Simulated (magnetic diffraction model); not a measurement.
# Solving a magnetic structure from powder neutron data: La₂Ce₃Ge₃

Space group P6_3/mcm (no. 193), a = 8.8600 Å, c = 6.7290 Å.

```
site  atom       x       y    z
  6g    Ce  0.7450  0.7450  1/4
  4d    La     1/3     2/3  1/2
  6g    Ge  0.3859  0.3859  1/4
```

This is a made-up structure (elements placed in a structure type, unrelaxed), so the numbers test the method and describe no known phase.

Only Ce is taken to order (form factors of Ce3+); orders and moment sizes are assumed, and not adapted to the symmetry. Radiation: neutrons of λ = 1.8 Å, 3° to 60°; isotropic B of 0.37 Å² (Ce), 0.35 Å² (La) and 0.41 Å² (Ge). The intensities are simulated: I ∝ L Σ (|F_N|² + |F_M⊥|²) for unpolarised neutrons, with F_M = 2.695 fm/μB × Σ f(s) S exp(2πi Q·r) exp(−B s²) at Q = H ± k (one set where k and −k are equivalent), only the part normal to Q counting and L = 1/(sin²θ cos θ). For a modulated order the moment at position r is S exp(−2πi k·r) + c.c., with S = m/2 for a sine wave of amplitude m and S = m(u + iv)/2 for moments turning in a plane, u and v being orthogonal unit vectors in it; the phase factor of the sum at Q = H + k is then exp(2πi H·r). Form factors are spin-only for 3d ions and dipole or tabulated for f ions, scattering lengths are Sears's of 1992, and absorption is left out. A label names one of the reflections at its angle. The strongest nuclear line in the range is 100, and lines under 0.2 are left out.

Above the ordering temperature:

| 2θ (°) | index | I |
| --- | --- | --- |
| 13.47 | (1 0 0) | 22.8 |
| 27.14 | (2 0 0) | 0.7 |
| 28.16 | (1 1 1) | 13.7 |
| 31.03 | (0 0 2) | 12.2 |
| 33.97 | (1 0 2) | 9.1 |
| 36.16 | (2 1 0) | 19.2 |
| 39.26 | (1 1 2) | 100.0 |
| 39.50 | (2 1 1) | 65.6 |
| 41.20 | (3 0 0) | 65.8 |
| 41.68 | (2 0 2) | 15.9 |
| 47.95 | (2 2 0) | 1.2 |
| 48.37 | (2 1 2) | 1.3 |
| 50.04 | (3 1 0) | 9.6 |
| 50.65 | (2 2 1) | 9.5 |
| 52.47 | (3 0 2) | 2.2 |
| 52.66 | (3 1 1) | 24.6 |
| 53.45 | (1 1 3) | 4.2 |
| 58.22 | (2 2 2) | 33.8 |

Below it (cell unchanged):

```
2θ (°)      I
  5.11    5.0
 13.47   22.8
 14.42    5.5
 16.95    8.1
 24.01    1.8
 24.65    3.4
 25.64    1.4
 27.14    0.7
 27.63    6.2
 28.16   13.7
 29.18    0.9
 31.03   12.2
 31.37    0.9
 33.97    9.1
 35.11    0.6
 36.16   19.2
 36.54    1.5
 37.67    2.0
 37.76    2.4
 38.95    0.5
 39.26  100.0
 39.50   65.6
 41.20   65.8
 41.55    0.5
 41.68   15.9
 41.95    1.4
 42.57    1.1
 43.73    0.3
 44.10    0.9
 44.93    0.8
 45.96    1.4
 46.47    0.9
 47.95    1.2
 48.25    1.0
 48.37    1.3
 48.47    0.3
```
(The table stops after 36 lines; 16 more lie at higher angle.)

**Question.** Find the propagation vector, then choose among these models:
A. moments turning in the plane of [001] and [010], 1.8 μB on Ce; signs + at (0.7450, 0.7450, 1/4), − at (0, 0.2550, 1/4), + at (0.2550, 0, 1/4), + at (0.2550, 0.2550, 3/4), − at (0, 0.7450, 3/4), + at (0.7450, 0, 3/4)
B. a sine wave with moments along [100] (amplitudes given), 1.8 μB on Ce; signs + at (0.7450, 0.7450, 1/4), − at (0, 0.2550, 1/4), + at (0.2550, 0, 1/4), + at (0.2550, 0.2550, 3/4), − at (0, 0.7450, 3/4), + at (0.7450, 0, 3/4)
C. moments turning in the plane of [100] and [010], 1.8 μB on Ce; signs + at (0.7450, 0.7450, 1/4), − at (0, 0.2550, 1/4), + at (0.2550, 0, 1/4), + at (0.2550, 0.2550, 3/4), − at (0, 0.7450, 3/4), + at (0.7450, 0, 3/4)
D. moments turning in the plane of [001] and [100], 1.8 μB on Ce; signs + at (0.7450, 0.7450, 1/4), − at (0, 0.2550, 1/4), + at (0.2550, 0, 1/4), + at (0.2550, 0.2550, 3/4), − at (0, 0.7450, 3/4), + at (0.7450, 0, 3/4)

The new lines index as (0 0 1/3) at 5.11°, (1 0 1/3) at 14.42°, (0 1 2/3) at 16.95° and (1 1 1/3) at 24.01°, that is as H ± k with k = (0 0 1/3). Satellites come in pairs about each point of the reciprocal lattice.

Magnetic intensity, observed (below minus above) and for each model:

| 2θ (°) | index | observed | A | B | C | D |
| --- | --- | --- | --- | --- | --- | --- |
| 5.11 | (0 0 1/3) | 5.0 | 5.0 | 5.0 | 9.9 | 5.0 |
| 14.42 | (1 0 1/3) | 5.5 | 5.5 | 2.1 | 4.3 | 5.4 |
| 16.95 | (0 1 2/3) | 8.1 | 8.1 | 5.3 | 9.5 | 9.7 |
| 24.65 | (0 1 4/3) | 3.4 | 3.4 | 2.8 | 5.3 | 3.7 |
| 27.63 | (2 0 1/3) | 6.2 | 6.2 | 1.1 | 3.5 | 4.4 |
| 37.67 | (1 2 2/3) | 2.0 | 2.0 | 0.7 | 1.4 | 1.9 |
| 37.76 | (2 0 5/3) | 2.4 | 2.4 | 1.1 | 2.5 | 1.9 |
| 51.22 | (3 1 2/3) | 2.0 | 2.0 | 0.5 | 1.2 | 1.6 |

Model A matches.

The structure used: k = (0 0 1/3), moments turning in the plane of [001] and [010], 1.8 μB on Ce; signs + at (0.7450, 0.7450, 1/4), − at (0, 0.2550, 1/4), + at (0.2550, 0, 1/4), + at (0.2550, 0.2550, 3/4), − at (0, 0.7450, 3/4), + at (0.7450, 0, 3/4).

[Logs are printed without paths, hosts, clocks, repeated set-up lines and the standing remarks that a program may print on its own settings, such as how far it seeks lower states.]
